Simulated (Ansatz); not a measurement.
## Li4HfSc (built on the sites of a database entry of ScCu4Sn): following an unstable mode

Which phase does Li4HfSc (built on the sites of a database entry of ScCu4Sn) fall into along its unstable mode, and how much energy does it gain?

Program: Ansatz 0.2.0. Level of theory: DFT PBE, scalar-relativistic, plane waves, norm-conserving pseudopotentials. Results are calculated unless marked as measured.

The structure was built from a prototype and need not be the compound's stable phase.

**1. The starting structure**

It takes space group F-43m (No. 216, cubic). The conventional cell has a = 7.706 Å, b = 7.706 Å, c = 7.706 Å, α = 90.00°, β = 90.00°, γ = 90.00°. Nearest to Sc lie 12 Li at 3.20 Å and 4 Hf at 3.34 Å. Nearest to Li lie 6 Li at 2.71 to 2.74 Å and 3 Hf at 3.19 Å and 3 Sc at 3.20 Å. Nearest to Hf lie 12 Li at 3.19 Å and 4 Sc at 3.34 Å. Farther neighbours are not listed.

**2. Response at finite wavevector**

The cell comes from relaxations at this level that are not shown. Stability and thermal properties need the whole zone. Linear response on a 2×2×2 q mesh gives force constants as far as a supercell of that size would.

input.yaml reads:

```yaml
crystal:
  lattice:
    - [0.0, 3.8528861493, 3.8528861493]
    - [3.8528861493, 0.0, 3.8528861493]
    - [3.8528861493, 3.8528861493, 0.0]
  atoms:
    - { symbol: Sc, position: [0.0, 0.0, 0.0] }
    - { symbol: Li, position: [0.3756749818, 0.3756749818, 0.3756749818] }
    - { symbol: Li, position: [0.8729750546, 0.3756749818, 0.3756749818] }
    - { symbol: Li, position: [0.3756749818, 0.3756749818, 0.8729750546] }
    - { symbol: Li, position: [0.3756749818, 0.8729750546, 0.3756749818] }
    - { symbol: Hf, position: [0.75, 0.75, 0.75] }
kpoints:
  mp_grid: { grid: [8, 8, 8] }
hamiltonian:
  xc: pbe
  pseudopotentials: { kind: nc }
scf:
  occupations: { method: methfessel_paxton, width: 0.2 }
output:
  eigenvalues: true
phonons:
  method: dfpt
  qmesh: [2, 2, 2]
  temperatures: { t_max: 1000, t_step: 50 }
  qpath:
    path:
      - [[0.0, 0.0, 0.0], [-0.5, -0.5, 0.0], [-0.375, -0.375, 0.25]]
      - [[-0.375, 0.0, 0.375], [0.0, 0.0, 0.0], [0.0, 0.0, 0.5], [-0.5, -0.25, 0.25], [-0.5, -0.5, 0.0]]
    npoints: 10
```

The run is started by

```sh
$ ansatz run input.yaml --threads 8 --pin off --max-ram 14336MiB --backend cpu --events-out ev --progress --plain --runs-dir out
```

Numbers of over 12 decimals in the logs are rounded to 6 here.

The log of the run:

```text
Engine: ansatz 0.2.0, x86_64-unknown-linux-gnu
Pseudopotentials: kind: nc
Pseudopotential: Sc, nc, valence charge 11, recommended cutoff 1061.244064 eV (normal), Sc.nc.azcp (PseudoDojo's, or run here from an input of PseudoDojo's: the run reads no file of this project's for it)
Pseudopotential: Li, nc, valence charge 3, recommended cutoff 1034.032677 eV (normal), Li.nc.azcp
Pseudopotential: Hf, nc, valence charge 26, recommended cutoff 1143 eV (normal), Hf.nc.azcp
Functional definition: PBE
  parameter kappa = 0.804
  parameter beta = 0.066725
  exchange = pbe_x(kappa = kappa, mu = beta*pi^2/3)
  correlation = pbe_c(beta = beta)
Crystal: 6 atoms, lattice volume = 114.390 Å³
Basis set: ecut = 1143 eV, 9985 PW (Γ), exchange–correlation on 128×128×128 points (8 copies of the dense FFT grid, shifted against one another)
Bands: 31, of which v1, the nominal top of the filled ones, is band 25 counted from 1 (24 counted from 0)
Symmetry: 24 space group operations
k-points: 29 of 512 (time reversal used)
Non-local potential: Sc, projectors of the file, l = 0: 2, l = 1: 2, l = 2: 2
Non-local potential: Li, projectors of the file, l = 0: 2, l = 1: 2
Non-local potential: Hf, projectors of the file, l = 0: 2, l = 1: 2, l = 2: 2, l = 3: 2
Initial density: superposition of atomic densities (chi_scale 0.1, normalization cell, long waves kept (reshape's long-wave potential 0.00 eV rms))
Initial wavefunctions: pseudopotential atomic-orbital guess
Functional: x = pbe(κ = 0.804, μ = 0.219515), c = pbe(β = 0.066725)
SCF iter   1: F=—  HF=-9344.194280 eV  |F-HF|=—  |Δ(HF+E_count)|=         —  Δρ=4.44e-2  dr2=7.13e0  ethr=3.10e-3  ⟨swp⟩=6.3  Hψ=3732  notcnv=0
preconditioner: auto → Kerker (q_TF=auto, 2.369 Å⁻¹)  [metal: Δε(μ)=0.110 eV  Ē_g=7.980 eV  σ=0.200 eV  W_gap=0.45  n_scr=26 (ndim 8)  ℏωp=17.4 eV  f_vac=0.000  D(μ)=3.25/eV (n_scr^D=14)]
SCF iter   2: F=—  HF=-9342.829752 eV  |F-HF|=—  |Δ(HF+E_count)|=    1.36e0  S|Δr|=    0.00e0  Δρ=2.17e-2  dr2=1.77e0  ethr=3.10e-3  ⟨swp⟩=3.9  Hψ=1942  notcnv=0  defer=3
SCF iter   3: F=—  HF=-9342.457038 eV  |F-HF|=—  |Δ(HF+E_count)|=   3.73e-1  S|Δr|=    0.00e0  Δρ=5.74e-3  dr2=8.81e-2  ethr=3.10e-3  ⟨swp⟩=3.7  Hψ=1445  notcnv=0  defer=3
SCF iter   4: F=—  HF=-9342.447427 eV  |F-HF|=—  |Δ(HF+E_count)|=   9.61e-3  S|Δr|=    0.00e0  Δρ=3.28e-3  dr2=1.22e-2  ethr=1.80e-4  ⟨swp⟩=1.9  Hψ=1254  notcnv=0  defer=3
SCF iter   5: F=—  HF=-9342.446208 eV  |F-HF|=—  |Δ(HF+E_count)|=   1.22e-3  S|Δr|=    0.00e0  Δρ=1.29e-3  dr2=2.90e-3  ethr=2.50e-5  ⟨swp⟩=2.6  Hψ=1416  notcnv=0  defer=2
SCF iter   6: F=—  HF=-9342.445718 eV  |F-HF|=—  |Δ(HF+E_count)|=   4.89e-4  S|Δr|=    0.00e0  Δρ=3.30e-4  dr2=2.54e-4  ethr=5.92e-6  ⟨swp⟩=2.0  Hψ=1090  notcnv=0  defer=2
SCF iter   7: F=—  HF=-9342.445705 eV  |F-HF|=—  |Δ(HF+E_count)|=   1.32e-5  S|Δr|=    0.00e0  Δρ=1.44e-4  dr2=4.05e-5  ethr=5.19e-7  ⟨swp⟩=2.4  Hψ=1512  notcnv=0  defer=2
SCF iter   8: F=—  HF=-9342.445703 eV  |F-HF|=—  |Δ(HF+E_count)|=   2.21e-6  S|Δr|=    0.00e0  Δρ=4.09e-5  dr2=2.22e-6  ethr=8.27e-8  ⟨swp⟩=2.3  Hψ=1395  notcnv=0  defer=2
SCF iter   9: F=—  HF=-9342.445028 eV  |F-HF|=—  |Δ(HF+E_count)|=   6.75e-4  S|Δr|=    0.00e0  Δρ=1.87e-5  dr2=6.96e-7  ethr=4.52e-9  ⟨swp⟩=1.8  Hψ=1183  notcnv=0  defer=2
SCF iter  10: F=—  HF=-9342.445028 eV  |F-HF|=—  |Δ(HF+E_count)|=   1.40e-7  S|Δr|=    0.00e0  Δρ=2.66e-6  dr2=4.00e-9  ethr=1.42e-9  ⟨swp⟩=2.3  Hψ=1204  notcnv=0  defer=2
SCF iter  11: F=—  HF=-9342.445028 eV  |F-HF|=—  |Δ(HF+E_count)|=  7.08e-10  S|Δr|=    0.00e0  Δρ=5.29e-7  dr2=1.88e-10  ethr=8.17e-12  ⟨swp⟩=2.3  Hψ=1687  notcnv=0  defer=2
SCF iter  12: F=-9342.445028 eV  HF=-9342.445028 eV  |F-HF|=3.64e-12  |Δ(HF+E_count)|=  3.64e-12  S|Δr|=    0.00e0  Δρ=1.20e-7  dr2=9.70e-12  ethr=1.00e-12  ⟨swp⟩=7.0  Hψ=6016  notcnv=0
SCF 1 converged in 12 iterations: F = -9342.445028 eV  dr2 = 9.70e-12
phonons: the bands overlap, so this run is a metal and interpolates without the dipole-dipole term. If the crystal is really an insulator or semiconductor, its LO-TO splitting is missing
NSCF: frozen V_eff on 29 k-points
NSCF: frozen V_eff on 150 k-points
DFPT response loops at q = (0, 0, 0) (fractional): preconditioner auto → Kerker (q_TF=auto, 2.369 Å⁻¹) (partly filled bands, converged f_vac=0.000); β = 1.00, the filter's whole step (`scf.mixing.beta` (0.50) is not read by the response loops under this deck's `scf.mixing.preconditioner`; to damp them name `kerker` or `kerker_dos`, under which they read `scf.mixing.beta`, and type it under 1.00, their step now; both keys bind the ground state too); Broyden in place of MSR1
NSCF: frozen V_eff on 520 k-points
DFPT response loops at q = (0, 0, -0.5) (fractional): mixed as the last ones told, above
NSCF: frozen V_eff on 520 k-points
DFPT response loops at q = (0, -0.5, -0.5) (fractional): mixed as the last ones told, above
SCF converged after 12 iterations
Stability not checked: this state was not tested for a lower state beside it, because cold or Methfessel-Paxton smearing, or corrected tetrahedra, fill the levels in a way that the test cannot read (fill_not_monotonic; see scf.lower_state_search)
Free energy (F): -9342.445028 eV
Harris-Foulkes:  -9342.445028 eV  (|F-HF|=3.64e-12)
Internal energy: -9342.474765 eV  (E = F + TS)
E sigma→0 (E₀):  -9342.452462 eV
Entropy (-TS):   0.029738 eV (4.956 meV/atom)
Fermi energy:    6.926922 eV
--- Per-component energies (eV) ---
  E_band       = -801.783029
  E_kinetic    = 4854.876491
  E_local      = -9797.414400  (includes V_loc(G=0)·N_el)
  E_nonlocal   = -1767.203357
  E_hartree    = 3541.251926
  E_xc         = -1426.844996
  E_vxc        = -1174.545511  (∫ρ·V_xc dr)
  E_ewald      = -4747.140429
  E_smearing   = 0.029738  (= −TS)
  E_closure    = -0.000000  (closes the sum)
  Σ components = -9342.445028   (vs F -9342.445028, Δ=0.00e0)
--- Band table (eV; the first three rows and the last of 29) ---
  k-point 0: bands = [... 21 lower, 6.3431, 6.5413, 6.5413, 6.5413, 7.0384, 7.0384, 7.0384, 7.6643, ... 2 higher]
  k-point 1: bands = [... 21 lower, 6.3475, 6.3475, 6.5861, 6.5861, 6.7803, 7.0680, 7.0680, 7.9977, ... 2 higher]
  k-point 2: bands = [... 21 lower, 6.3196, 6.3196, 6.6063, 6.7686, 6.7686, 7.1288, 7.1288, 8.2418, ... 2 higher]
  k-point 28: bands = [... 21 lower, 5.0961, 5.1441, 7.0078, 7.0695, 7.1887, 7.2580, 8.0753, 8.1381, ... 2 higher]
--- Phonons (Γ-DFPT): 3 representative perturbations + reference (Σ response iterations 10) ---
  ASR residual: 4.958e-4 → 0.000e0 eV/Å²; symmetrization residual: 1.125e-5 eV/Å²
  ASR residual per site (eV/Å²): 4.96e-4 2.04e-5 2.04e-5 2.04e-5 2.04e-5 1.94e-4
  Γ frequencies (cm⁻¹): 0.00 0.00 0.00 110.77 110.77 110.77 169.97 169.97 169.97 229.42 229.42 229.42 326.94 326.94 376.72 376.72 376.72 491.45
--- Phonons (arbitrary-q DFPT): 3 irreducible q on the 2×2×2 mesh ---
  q = [0.0000, 0.0000, 0.0000] (star 1, of the zone-centre solve; hermiticity 8.06e-6, symmetrization 2.74e-14): -0.00 -0.00 0.00 110.77 110.77 110.77 169.97 169.97 169.97 229.42 229.42 229.42 326.94 326.94 376.72 376.72 376.72 491.45
  q = [0.0000, 0.0000, -0.5000] (star 4, 5 solved perturbations in 860 linear systems a pass and spin channel, the states on 260 of 512 k-point pairs; hermiticity 1.16e-6, symmetrization 3.42e-12, the responses' own estimated error 2.0e-5 eV/Å²): -12.56 44.06 44.06 97.74 97.74 117.46 165.63 165.63 225.65 298.89 298.89 302.55 302.55 333.51 336.98 360.39 360.39 458.80
  q = [0.0000, -0.5000, -0.5000] (star 3, 6 solved perturbations in 718 linear systems a pass and spin channel, the states on 260 of 512 k-point pairs; hermiticity 1.87e-6, symmetrization 5.55e-12, the responses' own estimated error 2.7e-5 eV/Å²): 47.11 57.01 57.01 108.88 108.88 113.05 188.31 188.31 288.48 292.86 305.74 305.74 307.27 307.27 323.28 323.71 411.75 416.07
  sum rule: each row above includes the acoustic sum rule's correction from the zone centre's row sums; it moved no ω² by more than (1.73 cm⁻¹)²
  mesh force constants: q→R imaginary residual 2.12e-17; ASR residual 4.958e-4 → 0.000e0 eV/Å²; symmetrization residual 2.665e-15 eV/Å²
  interpolated dispersion: 62 rows × 18 modes
  density of states and harmonic sums: on the 14×14×14 q-mesh, interpolated from the force constants of a 2×2×2 supercell (no non-analytic term)
  largest difference from the sums on the solved wave vectors: F 2.35e-1 eV, S 3.10e-4 and C_V 7.52e-5 eV/K
  zero-point energy: 0.252105 eV/cell   skipped modes (ω ≤ 0): 4, of them read as no rigid motion or as one in doubt: 1 (1.458e-3 modes/cell left out, lowest -12.56 cm⁻¹)   left out of the sums: 1.42e-4 of the cell's modes: C_V's classical limit lies that fraction below 3 k_B per atom; for a crystal, a wire or a layer, F and S can be off by more, and a phonons.interpolated_qmesh denser along its periods is the remedy for the sampling
```

It took 5.4 min on 8 threads of AMD EPYC 7R13 (Zen 3), shared host; peak memory 7.3 GiB.

Numbers from this step:

```
volume per atom                                         : 19.07 Å³
gap on the k-mesh                                       : 0 eV
sum-rule residual before enforcement                    : 4.96e-4 eV/Å²
lowest frequency on the path                            : -12.56 cm⁻¹
point group                                             : -43m
highest frequency on the path or at a solved wavevector : 491.5 cm⁻¹
highest optical mode at the zone centre (no LO-TO term) : 491.4 cm⁻¹
lowest optical zone-centre mode                         : 110.8 cm⁻¹
lowest mode on the q mesh (acoustic modes at Γ apart)   : -12.56 cm⁻¹
```

Frequencies (cm⁻¹) solved at each irreducible wavevector; negative means imaginary. Frequencies by wavevector, by row:

| q in reciprocal lattice units | star | mode 1 | mode 2 | mode 3 | mode 4 | mode 16 | mode 17 | mode 18 |
| --- | --- | --- | --- | --- | --- | --- | --- | --- |
| 0 0 0 | 1 | 0 | 0 | 0 | 110.8 | 376.7 | 376.7 | 491.4 |
| 0 0 -0.5 | 4 | -12.6 | 44.1 | 44.1 | 97.7 | 360.4 | 360.4 | 458.8 |
| 0 -0.5 -0.5 | 3 | 47.1 | 57 | 57 | 108.9 | 323.7 | 411.8 | 416.1 |

Interpolated from a 2×2×2 q mesh. Phonon branches along the path, in cm⁻¹:

| point | branch 1 | branch 2 | branch 3 | branch 4 | branch 15 | branch 16 | branch 17 | branch 18 |
| --- | --- | --- | --- | --- | --- | --- | --- | --- |
| Γ | 0 | 0 | 0 | 111 | 377 | 377 | 377 | 492 |
| halfway | 42 | 42 | 47 | 104 | 358 | 358 | 384 | 470 |
| X | 47 | 57 | 57 | 109 | 323 | 324 | 412 | 416 |
| halfway | 46 | 54 | 57 | 108 | 331 | 334 | 409 | 418 |
| U | 45 | 47 | 55 | 105 | 339 | 344 | 396 | 426 |
| jump to K | 45 | 47 | 55 | 105 | 339 | 344 | 396 | 426 |
| halfway | 37 | 38 | 45 | 100 | 360 | 365 | 376 | 469 |
| Γ | 0 | 0 | 0 | 111 | 377 | 377 | 377 | 492 |
| halfway | 31 | 31 | 42 | 104 | 368 | 368 | 373 | 477 |
| L | -13 | 44 | 44 | 98 | 337 | 360 | 360 | 459 |
| halfway | 30 | 48 | 50 | 100 | 347 | 350 | 376 | 445 |
| W | 48 | 48 | 51 | 103 | 347 | 349 | 408 | 414 |
| halfway | 46 | 54 | 54 | 106 | 338 | 339 | 410 | 415 |
| X | 47 | 57 | 57 | 109 | 323 | 324 | 412 | 416 |

Symmetry leaves 3 wavevectors to solve. The lowest mode among them, the acoustic zeros apart, lies at q = (0, 0, -0.5) and is imaginary, 12.6i cm⁻¹, so the energy falls along it.

**3. The mode frozen in, largest atomic shift 0 Å**

The mode followed lies at q = (0, 0, -0.5) with frequency 12.6i cm⁻¹, the softest among the wavevectors solved. At small amplitude the distorted cell has space group no. 160 by a symmetry search on the positions. The undistorted cell that holds it gives the zero of energy on the same k mesh.

System of this step: Li4HfSc (built on the sites of a database entry of ScCu4Sn). Symmetry: F-43m, No. 216, cubic system. The conventional cell has a = 7.706 Å, b = 7.706 Å, c = 7.706 Å, α = 90.00°, β = 90.00°, γ = 90.00°. Nearest to Sc lie 12 Li at 3.20 Å and 4 Hf at 3.34 Å. Nearest to Li lie 6 Li at 2.71 to 2.74 Å and 3 Hf at 3.19 Å and 3 Sc at 3.20 Å. Nearest to Hf lie 12 Li at 3.19 Å and 4 Sc at 3.34 Å. Farther neighbours are not listed.

input.yaml reads:

```yaml
crystal:
  lattice:
    - [0.0, 3.8528861493, 3.8528861493]
    - [-3.8528861493, 3.8528861493, 0.0]
    - [-3.8528861493, -3.8528861493, 7.7057722986]
  atoms:
    - { symbol: Sc, position: [0.0, 1.0, 1.0] }
    - { symbol: Sc, position: [0.0, 0.5, 0.5] }
    - { symbol: Li, position: [0.1270249454, 0.4364875273, 0.8121625091] }
    - { symbol: Li, position: [0.1270249454, 0.9364875273, 0.3121625091] }
    - { symbol: Li, position: [0.6243250182, 0.4364875273, 0.8121625091] }
    - { symbol: Li, position: [0.6243250182, 0.9364875273, 0.3121625091] }
    - { symbol: Li, position: [0.6243250182, 0.1878374909, 0.5635124727] }
    - { symbol: Li, position: [0.6243250182, 0.6878374909, 0.0635124727] }
    - { symbol: Li, position: [0.6243250182, 0.9391874545, 0.8121625091] }
    - { symbol: Li, position: [0.6243250182, 0.4391874545, 0.3121625091] }
    - { symbol: Hf, position: [0.25, 0.875, 0.625] }
    - { symbol: Hf, position: [0.25, 0.375, 0.125] }
kpoints:
  mp_grid: { grid: [9, 9, 9] }
hamiltonian:
  xc: pbe
  pseudopotentials: { kind: nc }
scf:
  occupations: { method: methfessel_paxton, width: 0.2 }
output:
  forces: true
  stress: true
  eigenvalues: true
```

The log of the run:

```text
[...]
Crystal: 12 atoms, lattice volume = 228.780 Å³
Basis set: ecut = 1143 eV, 19987 PW (Γ), exchange–correlation on 128×128×216 points (8 copies of the dense FFT grid, shifted against one another)
Bands: 61, of which v1, the nominal top of the filled ones, is band 49 counted from 1 (48 counted from 0)
Symmetry: 12 space group operations
[...]
k-point 0: bands = [... 45 lower, 6.5413, 6.5413, 6.5413, 6.7499, 7.0380, 7.0380, 7.0381, 7.0667, ... 8 higher]
  k-point 1: bands = [... 45 lower, 6.4959, 6.5482, 6.5482, 6.7168, 6.9586, 7.0445, 7.0445, 7.0549, ... 8 higher]
  k-point 2: bands = [... 45 lower, 6.3535, 6.5750, 6.5750, 6.6547, 6.8135, 7.0124, 7.0124, 7.0620, ... 8 higher]
  k-point 84: bands = [... 45 lower, 5.8105, 6.5381, 6.6343, 7.1439, 7.1505, 7.1870, 7.1934, 7.3377, ... 8 higher]
[key lines of the parts left out:]
SCF converged after 10 iterations
Free energy (F): -18684.889246 eV
Fermi energy:    6.926154 eV
P = ⅓ Tr σ = 0.0049 GPa (0.049 kbar)
```

The job ended after 59 s (8 threads; peak memory 4.2 GiB; 7.7 min of CPU time).

This step gave:

| Item | Value |
| --- | --- |
| pressure | 0.004925 GPa |
| energy from the undistorted cell | 0 meV/atom |

The run ends at a pressure of 0.00 GPa, with forces up to 3.6e-4 eV/Å.

**4. The mode frozen in, largest atomic shift 0.04 Å**

The atoms are moved along the unstable eigenvector, the largest shift by 0.04 Å, with the cell fixed.

input.yaml reads:

```yaml
crystal:
  lattice:
    - [0.0, 3.8528861493, 3.8528861493]
    - [-3.8528861493, 3.8528861493, 0.0]
    - [-3.8528861493, -3.8528861493, 7.7057722986]
  atoms:
    - { symbol: Sc, position: [0.001931112, 0.999034444, 0.997103332] }
    - { symbol: Sc, position: [-0.001931112, 0.500965556, 0.502896668] }
    - { symbol: Li, position: [0.1280807707, 0.4359596146, 0.8121532846] }
    - { symbol: Li, position: [0.12596912, 0.93701544, 0.3121717336] }
    - { symbol: Li, position: [0.62380633, 0.4359596146, 0.8121532846] }
    - { symbol: Li, position: [0.6248437064, 0.93701544, 0.3121717336] }
    - { symbol: Li, position: [0.6247507139, 0.1876246431, 0.5628739292] }
    - { symbol: Li, position: [0.6238993225, 0.6880503387, 0.0641510162] }
    - { symbol: Li, position: [0.62380633, 0.9402340554, 0.8121532846] }
    - { symbol: Li, position: [0.6248437064, 0.4381408536, 0.3121717336] }
    - { symbol: Hf, position: [0.2529969755, 0.8735015123, 0.6205045368] }
    - { symbol: Hf, position: [0.2470030245, 0.3764984877, 0.1294954632] }
kpoints:
  mp_grid: { grid: [9, 9, 9] }
hamiltonian:
  xc: pbe
  pseudopotentials: { kind: nc }
scf:
  occupations: { method: methfessel_paxton, width: 0.2 }
output:
  forces: true
  stress: true
  eigenvalues: true
```

The log of the run:

```text
[...]
Crystal: 12 atoms, lattice volume = 228.780 Å³
Basis set: ecut = 1143 eV, 19987 PW (Γ), exchange–correlation on 128×128×216 points (8 copies of the dense FFT grid, shifted against one another)
Bands: 61, of which v1, the nominal top of the filled ones, is band 49 counted from 1 (48 counted from 0)
Symmetry: 6 space group operations
[...]
k-point 0: bands = [... 45 lower, 6.5371, 6.5403, 6.5403, 6.7528, 7.0216, 7.0216, 7.0398, 7.0875, ... 8 higher]
  k-point 1: bands = [... 45 lower, 6.4927, 6.5469, 6.5469, 6.7183, 6.9610, 7.0217, 7.0217, 7.0820, ... 8 higher]
  k-point 2: bands = [... 45 lower, 6.3525, 6.5729, 6.5729, 6.6527, 6.8176, 7.0017, 7.0017, 7.0769, ... 8 higher]
  k-point 84: bands = [... 45 lower, 5.8117, 6.5355, 6.6360, 7.1328, 7.1602, 7.1848, 7.1990, 7.3287, ... 8 higher]
[key lines of the parts left out:]
SCF converged after 13 iterations
Free energy (F): -18684.889410 eV
Fermi energy:    6.924842 eV
P = ⅓ Tr σ = -0.0008 GPa (-0.008 kbar)
```

Run time: 54 s. Hardware: 8 threads; peak memory 4.1 GiB.

This step gave:

| Quantity | Value |
| --- | --- |
| pressure | -8.34e-4 GPa |
| energy from the undistorted cell | -0.012 meV/atom |

The energy, extrapolated to zero smearing, is -0.01 meV/atom against the undistorted cell.

The run ends at a pressure of 0.00 GPa, with forces up to 0.0052 eV/Å.

**5. Energy along the mode, all amplitudes (two of the runs are shown above)**

An imaginary frequency means negative curvature, so the energy should fall and then rise again as anharmonic terms take over.

Numbers from this step:

| Quantity | Value |
| --- | --- |
| depth at the lowest point sampled | 0.012 meV/atom |
| largest atomic shift at that point | 0.04 Å |

Table of energy from the parent by largest atomic shift:

| largest atomic shift (Å) | energy from the parent (meV/atom) |
| --- | --- |
| 0.0000 | 0 |
| 0.0400 | -0.012 |
| 0.0800 | 0.049 |
| 0.1400 | 0.833 |
| 0.2200 | 4.45 |

Displacement at unit largest shift by atom:

| atom | x (Å) | y (Å) | z (Å) | size |
| --- | --- | --- | --- | --- |
| Sc1 | 0.372 | 0.372 | -0.372 | 0.644 |
| Sc2 | -0.372 | -0.372 | 0.372 | 0.644 |
| Li3 | 0.052 | 0.052 | 0.100 | 0.124 |
| Li4 | -0.052 | -0.052 | -0.100 | 0.124 |
| Li5 | 0.052 | -0.100 | -0.052 | 0.124 |
| Li6 | -0.052 | 0.100 | 0.052 | 0.124 |
| Li7 | 0.082 | 0.082 | -0.082 | 0.142 |
| Li8 | -0.082 | -0.082 | 0.082 | 0.142 |
| Li9 | -0.100 | 0.052 | -0.052 | 0.124 |
| Li10 | 0.100 | -0.052 | 0.052 | 0.124 |
| Hf11 | 0.577 | 0.577 | -0.577 | 0.999 |
| Hf12 | -0.577 | -0.577 | 0.577 | 0.999 |

**6. Results**

| Item | Value |
| --- | --- |
| unstable mode of the parent | q = (0, 0, -0.5), 13i cm⁻¹ |
| depth at the lowest point sampled | 0.012 meV/atom |
| largest atomic shift at that point | 0.04 Å |

Freezing this pattern in gains under 0.02 meV/atom on the steps tried, so a well, if there is one, is too shallow to show. With no gap, or one that is small against the smearing, the frequencies hang on the k mesh and the smearing, most of all near Kohn anomalies. The phonon runs are without spin polarisation, although the cell has an odd electron count. Spin-orbit coupling is left out, which can matter for the heavy elements here. The starting cell was built on a prototype and not taken from a measurement, so the phase need not exist. These are harmonic frequencies at zero temperature: anharmonic shifts, linewidths and thermal expansion are left out.

[Logs are printed without paths, hosts, clocks, repeated set-up lines and the standing remarks that a program may print on its own settings, such as how far it seeks lower states.]

[Hosts, paths, dates, database ids (printed as entryN), source tags and the programs' standing remarks are cut or masked in the printed files.]
